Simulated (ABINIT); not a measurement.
## CdSi3 (Pm-3m): zone-centre phonons

Which modes does CdSi3 (Pm-3m) have at the zone centre?

Program: ABINIT 10.8.3. Level of theory: DFT LDA, scalar-relativistic, plane waves, JTH PAW pseudopotentials. Results are calculated unless marked as measured.

The structure was built from a prototype and need not be the compound's stable phase.

## Step 1: Set-up

The structure is cubic, space group Pm-3m (No. 221). Conventional cell: a = 4.007 Å, b = 4.007 Å, c = 4.007 Å, α = 90.00°, β = 90.00°, γ = 90.00°. Cd has 12 Si at 2.83 Å nearest. Nearest to Si lie 4 Cd at 2.83 Å and 8 Si at 2.83 Å. Farther neighbours are not listed.

Structure file:

```cif
data_structure
_symmetry_space_group_name_H-M 'P 1'
_symmetry_Int_Tables_number 1
_cell_length_a 4.0067
_cell_length_b 4.0067
_cell_length_c 4.0067
_cell_angle_alpha 90.000
_cell_angle_beta 90.000
_cell_angle_gamma 90.000
_cell_volume 64.32
loop_
_atom_site_label
_atom_site_type_symbol
_atom_site_fract_x
_atom_site_fract_y
_atom_site_fract_z
_atom_site_occupancy
Cd1 Cd 0.00000 0.00000 0.00000 1
Si2 Si 0.00000 0.50000 0.50000 1
Si3 Si 0.50000 0.00000 0.50000 1
Si4 Si 0.50000 0.50000 0.00000 1
```

## Step 2: A probe with smearing

A first run with smearing and empty bands tells whether the crystal has a gap, which decides between fixed occupations and smearing later on.

probe.abi

```
# ground state
tolvrs 1.0d-08
prtden 1
prtwf 1

# basis, mesh and filling
ecut 18.0
pawecutdg 36.0
ngkpt 4 4 4
nshiftk 1
shiftk 0.0 0.0 0.0
istwfk *1
occopt 7
tsmear 0.005
nband 19
nstep 100
diemac 9.0
prtebands 0
prtgsr 0

# cell and atoms
acell 3*1.0 Angstrom
rprim 
    4.00665559 0.0 0.0
    0.0 4.00665559 0.0
    0.0 0.0 4.00665559
ntypat 2
znucl 48 14
natom 4
typat 1 2 2 2
xred 
    0.0 0.0 0.0
    0.0 0.5 0.5
    0.5 0.0 0.5
    0.5 0.5 0.0
pp_dirpath "./pseudo"
pseudos "Cd.xml, Si.xml"
```

Started as:

```bash
OMP_NUM_THREADS=1 mpirun -n 4 abinit probe.abi > probe.log
```

Numbers of over 12 decimals in the logs are rounded to 6 here.

probe.abo, the main output file:

```text
[banners, grids, parts of the stress and lines that vanish by symmetry left out]
- input  file    -> probe.abi
- output file    -> probe.abo
- root for input  files -> probei
[...]
Symmetries : space group Pm -3 m (#221); Bravais cP (primitive cubic)
[...]
mpw =        1622          nfft =       27000          nkpt =          10
[...]
== DATASET  1 ==================================================================
[...]
cutoff_energies: {ecut:  18.0, pawecutdg:  36.0, }
[...]
ETOT  1  -59.583490424525    -5.958E+01 7.278E-02 2.182E+00
 ETOT  2  -59.668848654508    -8.536E-02 2.863E-02 2.516E-01
 ETOT  3  -59.667967084711     8.816E-04 3.037E-02 7.646E-02
 ETOT  4  -59.668108543195    -1.415E-04 8.530E-03 1.123E-02
 ETOT  5  -59.668297791427    -1.892E-04 4.036E-02 5.069E-04
[...]
ETOT 15  -59.668392302559    -5.935E-09 2.868E-03 2.449E-08
 ETOT 16  -59.668392304073    -1.514E-09 1.935E-03 4.157E-09
 At SCF step   16       nres2   =  4.16E-09 < tolvrs=  1.00E-08 =>converged.
[...]
sigma(1 1)= -4.17123944E-05  sigma(3 2)=  0.00000000E+00
  sigma(2 2)= -4.17123944E-05  sigma(3 1)=  0.00000000E+00
  sigma(3 3)= -4.17123944E-05  sigma(2 1)=  0.00000000E+00
[...]
convergence: {deltae: -1.514E-09, res2:  4.157E-09, residm:  1.935E-03, diffor: null, }
etotal    :  -5.96683923E+01
[...]
sigma(1 1)= -4.17123944E-05  sigma(3 2)=  0.00000000E+00
  sigma(2 2)= -4.17123944E-05  sigma(3 1)=  0.00000000E+00
  sigma(3 3)= -4.17123944E-05  sigma(2 1)=  0.00000000E+00
[...]
- sigma(1 1)= -1.22722101E+00  sigma(3 2)=  0.00000000E+00
- sigma(2 2)= -1.22722101E+00  sigma(3 1)=  0.00000000E+00
- sigma(3 3)= -1.22722101E+00  sigma(2 1)=  0.00000000E+00
[...]
fcart     -0.0000000000E+00 -0.0000000000E+00 -0.0000000000E+00
           strten     -4.1712394444E-05 -4.1712394444E-05 -4.1712394444E-05
================================================================================

[key lines of the parts left out:]
pressure_GPa:   1.2272E+00
Total energy DC (eV): -1.75696122996216E+05
```

The job ended after 7.1 s (4 MPI ranks of Arm Neoverse V1, shared host; 28 s of CPU time).

Numbers from this step:

```
volume per atom   : 16.08 Å³
pressure          : 1.227 GPa
gap on the k-mesh : 0 eV
```

No gap opens on this mesh, so smearing is kept; the printed pressure holds the stress of the finite basis too.

## Step 3: Rough relaxation

The typed start is rough, so a first relaxation with smearing and loose thresholds takes it towards rest cheaply.

prerelax.abi

```
# relaxation
ionmov 2
optcell 2
dilatmx 1.15
chkdilatmx 0
ntime 40
tolmxf 3.0d-04
tolvrs 1.0d-10
prtwf 0
prtden 0
chksymtnons 0

# basis, mesh and filling
ecut 20.0
ecutsm 3.0
pawecutdg 40.0
ngkpt 4 4 4
nshiftk 1
shiftk 0.0 0.0 0.0
istwfk *1
occopt 7
tsmear 0.005
nband 19
nstep 100
diemac 1000000.0
prtebands 0
prtgsr 0

# cell and atoms
acell 3*1.0 Angstrom
rprim 
    4.00665559 0.0 0.0
    0.0 4.00665559 0.0
    0.0 0.0 4.00665559
ntypat 2
znucl 48 14
natom 4
typat 1 2 2 2
xred 
    0.0 0.0 0.0
    0.0 0.5 0.5
    0.5 0.0 0.5
    0.5 0.5 0.0
pp_dirpath "./pseudo"
pseudos "Cd.xml, Si.xml"
```

Started as:

```bash
OMP_NUM_THREADS=1 mpirun -n 4 abinit prerelax.abi > prerelax.log
```

prerelax.abo, the main output file:

```text
[banners, grids, parts of the stress and lines that vanish by symmetry left out]
- input  file    -> prerelax.abi
- output file    -> prerelax.abo
- root for input  files -> prerelaxi
[...]
Symmetries : space group Pm -3 m (#221); Bravais cP (primitive cubic)
[...]
mpw =        2872          nfft =       46656          nkpt =          10
[...]
== DATASET  1 ==================================================================
[...]
cutoff_energies: {ecut:  20.0, pawecutdg:  40.0, }
[...]
ETOT  1  -59.583415538219    -5.958E+01 9.289E-02 4.278E+00
 ETOT  2  -59.668898641903    -8.548E-02 4.655E-02 6.452E-01
 ETOT  3  -59.667424510103     1.474E-03 7.831E-03 2.246E-01
 ETOT  4  -59.667989370340    -5.649E-04 4.987E-03 8.717E-02
 ETOT  5  -59.668391218056    -4.018E-04 7.286E-02 1.755E-03
[...]
At SCF step   17       nres2   =  4.73E-11 < tolvrs=  1.00E-10 =>converged.
[...]
ETOT 12  -59.668687923543    -3.186E-10 1.490E-06 3.636E-11
 At SCF step   12       nres2   =  3.64E-11 < tolvrs=  1.00E-10 =>converged.
[...]
sigma(1 1)= -6.83325814E-07  sigma(3 2)=  0.00000000E+00
  sigma(2 2)= -6.83325814E-07  sigma(3 1)=  0.00000000E+00
  sigma(3 3)= -6.83325814E-07  sigma(2 1)=  0.00000000E+00
[...]
convergence: {deltae: -3.186E-10, res2:  3.636E-11, residm:  1.490E-06, diffor: null, }
etotal    :  -5.96686879E+01
[...]
At Broyd/MD step   3, gradients are converged :
[...]
sigma(1 1)= -6.83325814E-07  sigma(3 2)=  0.00000000E+00
  sigma(2 2)= -6.83325814E-07  sigma(3 1)=  0.00000000E+00
  sigma(3 3)= -6.83325814E-07  sigma(2 1)=  0.00000000E+00
[...]
- sigma(1 1)= -2.01041395E-02  sigma(3 2)=  0.00000000E+00
- sigma(2 2)= -2.01041395E-02  sigma(3 1)=  0.00000000E+00
- sigma(3 3)= -2.01041395E-02  sigma(2 1)=  0.00000000E+00
[...]
fcart     -0.0000000000E+00 -0.0000000000E+00 -0.0000000000E+00
           strten     -6.8332581419E-07 -6.8332581419E-07 -6.8332581419E-07
================================================================================

[key lines of the parts left out:]
pressure_GPa:   2.0104E-02
Total energy DC (eV): -1.75696131040432E+05
```

The job ended after 23 s (4 MPI ranks; 90 s of CPU time).

Relaxation path:

```csv
step,energy less that of the first step (eV),largest force (eV/Å),volume (Å³)
1,0.0000,0.0000,64.32
2,-0.0022,0.0000,64.61
3,-0.0044,0.0000,65.28
```

```csv
"conventional cell, symmetrised",before,after,change
a (Å),4.007,4.027,+0.5 %
b (Å),4.007,4.027,+0.5 %
c (Å),4.007,4.027,+0.5 %
volume (Å³/atom),16.08,16.32,+1.5 %
```

Final coordinates:

```cif
data_structure
_symmetry_space_group_name_H-M 'P 1'
_symmetry_Int_Tables_number 1
_cell_length_a 4.0266
_cell_length_b 4.0266
_cell_length_c 4.0266
_cell_angle_alpha 90.000
_cell_angle_beta 90.000
_cell_angle_gamma 90.000
_cell_volume 65.28
loop_
_atom_site_label
_atom_site_type_symbol
_atom_site_fract_x
_atom_site_fract_y
_atom_site_fract_z
_atom_site_occupancy
Cd1 Cd 0.00000 0.00000 0.00000 1
Si2 Si 0.00000 0.50000 0.50000 1
Si3 Si 0.50000 0.00000 0.50000 1
Si4 Si 0.50000 0.50000 0.00000 1
```

Numbers from this step:

| Property | Result |
| --- | --- |
| volume per atom | 16.32 Å³ |
| pressure | 0.02010 GPa |

The volume changes by +1.5 % in this run and stands +1.5 % from the first cell.

## Step 4: Relaxing the cell and atoms

The harmonic expansion needs vanishing forces, and a free crystal bears no stress, so cell and atoms are brought to rest. Stress is more sensitive to the basis than forces are: the last 3 Ha under the cutoff are smoothed with ecutsm, and the cutoff is raised above that of the later runs.

relax.abi

```
# relaxation
ionmov 2
optcell 2
dilatmx 1.08
ntime 40
tolmxf 1.0d-05
tolvrs 1.0d-14
prtwf 0
prtden 0
chksymtnons 0

# basis, mesh and filling
ecut 24.0
ecutsm 3.0
pawecutdg 48.0
ngkpt 6 6 6
nshiftk 1
shiftk 0.0 0.0 0.0
istwfk *1
occopt 7
tsmear 0.01
nband 19
nstep 100
diemac 1000000.0
prtebands 0
prtgsr 0

# cell and atoms
acell 3*1.0 Angstrom
rprim 
    4.026583587 0.0 0.0
    0.0 4.026583587 0.0
    0.0 0.0 4.026583587
ntypat 2
znucl 48 14
natom 4
typat 1 2 2 2
xred 
    0.0 0.0 0.0
    0.0 0.5 0.5
    0.5 0.0 0.5
    0.5 0.5 0.0
pp_dirpath "./pseudo"
pseudos "Cd.xml, Si.xml"
```

Started as:

```bash
OMP_NUM_THREADS=1 mpirun -n 4 abinit relax.abi > relax.log
```

relax.abo, the main output file:

```text
[banners, grids, parts of the stress and lines that vanish by symmetry left out]
- input  file    -> relax.abi
- output file    -> relax.abo
- root for input  files -> relaxi
[...]
Symmetries : space group Pm -3 m (#221); Bravais cP (primitive cubic)
[...]
mpw =        3136          nfft =       64000          nkpt =          20
[...]
== DATASET  1 ==================================================================
[...]
cutoff_energies: {ecut:  24.0, pawecutdg:  48.0, }
[...]
ETOT  1  -59.548416486885    -5.955E+01 1.122E-01 5.501E+00
 ETOT  2  -59.658039607106    -1.096E-01 2.509E-02 8.742E-01
 ETOT  3  -59.656795314649     1.244E-03 1.242E-02 3.165E-01
 ETOT  4  -59.657475166917    -6.799E-04 1.546E-02 1.252E-01
 ETOT  5  -59.657920129478    -4.450E-04 1.017E-01 2.294E-03
[...]
At SCF step   38       nres2   =  1.77E-15 < tolvrs=  1.00E-14 =>converged.
[...]
sigma(1 1)= -5.11686588E-05  sigma(3 2)=  0.00000000E+00
  sigma(2 2)= -5.11686588E-05  sigma(3 1)=  0.00000000E+00
  sigma(3 3)= -5.11686588E-05  sigma(2 1)=  0.00000000E+00
[...]
convergence: {deltae:  8.527E-14, res2:  1.774E-15, residm:  6.243E-04, diffor: null, }
etotal    :  -5.96580973E+01
[...]
ETOT  1  -59.658434940053    -5.966E+01 8.553E-04 5.149E-02
[...]
At SCF step   27       nres2   =  1.84E-15 < tolvrs=  1.00E-14 =>converged.
[...]
sigma(1 1)= -3.78994856E-05  sigma(3 2)=  0.00000000E+00
  sigma(2 2)= -3.78994856E-05  sigma(3 1)=  0.00000000E+00
  sigma(3 3)= -3.78994856E-05  sigma(2 1)=  0.00000000E+00
[...]
convergence: {deltae:  1.066E-13, res2:  1.842E-15, residm:  1.792E-04, diffor: null, }
etotal    :  -5.96581878E+01
[...]
ETOT  1  -59.660425095666    -5.966E+01 1.173E-03 4.351E-01
[...]
At SCF step   37       nres2   =  6.89E-15 < tolvrs=  1.00E-14 =>converged.
[...]
sigma(1 1)= -8.53110969E-07  sigma(3 2)=  0.00000000E+00
  sigma(2 2)= -8.53110969E-07  sigma(3 1)=  0.00000000E+00
  sigma(3 3)= -8.53110969E-07  sigma(2 1)=  0.00000000E+00
[...]
convergence: {deltae:  6.040E-13, res2:  6.889E-15, residm:  1.073E-05, diffor: null, }
etotal    :  -5.96583017E+01
[...]
ETOT  1  -59.658302911138    -5.966E+01 9.426E-06 2.299E-04
[...]
ETOT 14  -59.658301776566    -3.766E-13 2.987E-06 1.303E-14
 ETOT 15  -59.658301776564     1.812E-12 1.822E-06 3.849E-16
 At SCF step   15       nres2   =  3.85E-16 < tolvrs=  1.00E-14 =>converged.
[...]
sigma(1 1)= -1.49092528E-08  sigma(3 2)=  0.00000000E+00
  sigma(2 2)= -1.49092528E-08  sigma(3 1)=  0.00000000E+00
  sigma(3 3)= -1.49092528E-08  sigma(2 1)=  0.00000000E+00
[...]
convergence: {deltae:  1.812E-12, res2:  3.849E-16, residm:  1.822E-06, diffor: null, }
etotal    :  -5.96583018E+01
[...]
At Broyd/MD step   4, gradients are converged :
[...]
sigma(1 1)= -1.49092528E-08  sigma(3 2)=  0.00000000E+00
  sigma(2 2)= -1.49092528E-08  sigma(3 1)=  0.00000000E+00
  sigma(3 3)= -1.49092528E-08  sigma(2 1)=  0.00000000E+00
[...]
- sigma(1 1)= -4.38645361E-04  sigma(3 2)=  0.00000000E+00
- sigma(2 2)= -4.38645361E-04  sigma(3 1)=  0.00000000E+00
- sigma(3 3)= -4.38645361E-04  sigma(2 1)=  0.00000000E+00
[...]
fcart     -0.0000000000E+00 -0.0000000000E+00 -0.0000000000E+00
           strten     -1.4909252794E-08 -1.4909252793E-08 -1.4909252797E-08
================================================================================

[key lines of the parts left out:]
pressure_GPa:   4.3865E-04
Total energy DC (eV): -1.75695848418975E+05
```

Run time: 1.9 min. Hardware: 4 MPI ranks.

Step by step:

```csv
step,energy less that of the first step (eV),largest force (eV/Å),volume (Å³)
1,0.0000,0.0000,65.28
2,-0.0025,0.0000,65.59
3,-0.0056,0.0000,66.47
4,-0.0056,0.0000,66.49
```

```csv
"conventional cell, symmetrised",before,after,change
a (Å),4.027,4.051,+0.6 %
b (Å),4.027,4.051,+0.6 %
c (Å),4.027,4.051,+0.6 %
volume (Å³/atom),16.32,16.62,+1.8 %
```

Final coordinates:

```cif
data_structure
_symmetry_space_group_name_H-M 'P 1'
_symmetry_Int_Tables_number 1
_cell_length_a 4.0512
_cell_length_b 4.0512
_cell_length_c 4.0512
_cell_angle_alpha 90.000
_cell_angle_beta 90.000
_cell_angle_gamma 90.000
_cell_volume 66.49
loop_
_atom_site_label
_atom_site_type_symbol
_atom_site_fract_x
_atom_site_fract_y
_atom_site_fract_z
_atom_site_occupancy
Cd1 Cd 0.00000 0.00000 0.00000 1
Si2 Si 0.00000 0.50000 0.50000 1
Si3 Si 0.50000 0.00000 0.50000 1
Si4 Si 0.50000 0.50000 0.00000 1
```

Read from the output:

- volume per atom: 16.62 Å³
- pressure: 4.39e-4 GPa

The volume changes by +1.8 % in this run and stands +3.4 % from the first cell.

## Step 5: Ground state

First-order wavefunctions inherit every error of the ground state, hence the very tight tolvrs. Smearing stays on, as the first look found no gap above 0.3 eV.

gs.abi

```
# ground state
tolvrs 1.0d-16
prtden 1
prtwf 1

# basis, mesh and filling
ecut 18.0
pawecutdg 36.0
ngkpt 6 6 6
nshiftk 1
shiftk 0.0 0.0 0.0
istwfk *1
occopt 7
tsmear 0.01
nband 19
nstep 100
diemac 1000000.0
prtebands 0
prtgsr 0

# cell and atoms
acell 3*1.0 Angstrom
rprim 
    4.051156726 0.0 0.0
    0.0 4.051156726 0.0
    0.0 0.0 4.051156726
ntypat 2
znucl 48 14
natom 4
typat 1 2 2 2
xred 
    0.0 0.0 0.0
    0.0 0.5 0.5
    0.5 0.0 0.5
    0.5 0.5 0.0
pp_dirpath "./pseudo"
pseudos "Cd.xml, Si.xml"
```

Started as:

```bash
OMP_NUM_THREADS=1 mpirun -n 4 abinit gs.abi > gs.log
```

gs.abo, the main output file:

```text
[banners, grids, parts of the stress and lines that vanish by symmetry left out]
- input  file    -> gs.abi
- output file    -> gs.abo
- root for input  files -> gsi
[...]
Symmetries : space group Pm -3 m (#221); Bravais cP (primitive cubic)
[...]
mpw =        1659          nfft =       27000          nkpt =          20
[...]
== DATASET  1 ==================================================================
[...]
cutoff_energies: {ecut:  18.0, pawecutdg:  36.0, }
[...]
ETOT  1  -59.572764308194    -5.957E+01 1.157E-01 2.514E+00
 ETOT  2  -59.657914408860    -8.515E-02 2.125E-02 3.161E-01
 ETOT  3  -59.657176889193     7.375E-04 1.440E-02 1.193E-01
 ETOT  4  -59.657540306993    -3.634E-04 1.209E-02 3.389E-02
 ETOT  5  -59.657819483855    -2.792E-04 7.014E-02 5.746E-04
[...]
ETOT 34  -59.657923878809    -4.476E-13 4.110E-04 2.382E-16
 ETOT 35  -59.657923878809     9.237E-14 1.576E-04 3.072E-17
 At SCF step   35       nres2   =  3.07E-17 < tolvrs=  1.00E-16 =>converged.
[...]
sigma(1 1)=  7.86230174E-06  sigma(3 2)=  0.00000000E+00
  sigma(2 2)=  7.86230174E-06  sigma(3 1)=  0.00000000E+00
  sigma(3 3)=  7.86230174E-06  sigma(2 1)=  0.00000000E+00
[...]
convergence: {deltae:  9.237E-14, res2:  3.072E-17, residm:  1.576E-04, diffor: null, }
etotal    :  -5.96579239E+01
[...]
sigma(1 1)=  7.86230174E-06  sigma(3 2)=  0.00000000E+00
  sigma(2 2)=  7.86230174E-06  sigma(3 1)=  0.00000000E+00
  sigma(3 3)=  7.86230174E-06  sigma(2 1)=  0.00000000E+00
[...]
- sigma(1 1)=  2.31316903E-01  sigma(3 2)=  0.00000000E+00
- sigma(2 2)=  2.31316903E-01  sigma(3 1)=  0.00000000E+00
- sigma(3 3)=  2.31316903E-01  sigma(2 1)=  0.00000000E+00
[...]
fcart     -0.0000000000E+00 -0.0000000000E+00 -0.0000000000E+00
           strten      7.8623017400E-06  7.8623017400E-06  7.8623017400E-06
================================================================================

[key lines of the parts left out:]
pressure_GPa:  -2.3132E-01
Total energy DC (eV): -1.75695838135853E+05
```

Wall time 19 s (4 MPI ranks).

Numbers from this step:

* pressure: -0.2313 GPa

The cell stands at -0.23 GPa: the relaxation ran with a smoothed and higher cutoff, and the difference is a stress of the finite basis.

(Part 1 of 3 ends here.)

[Host names and launcher messages were left out of these logs when they were recorded.]

[Logs are printed without paths, hosts, clocks, repeated set-up lines and the standing remarks that a program may print on its own settings, such as how far it seeks lower states.]

[Hosts, paths, dates, database ids (printed as entryN), source tags and the programs' standing remarks are cut or masked in the printed files.]
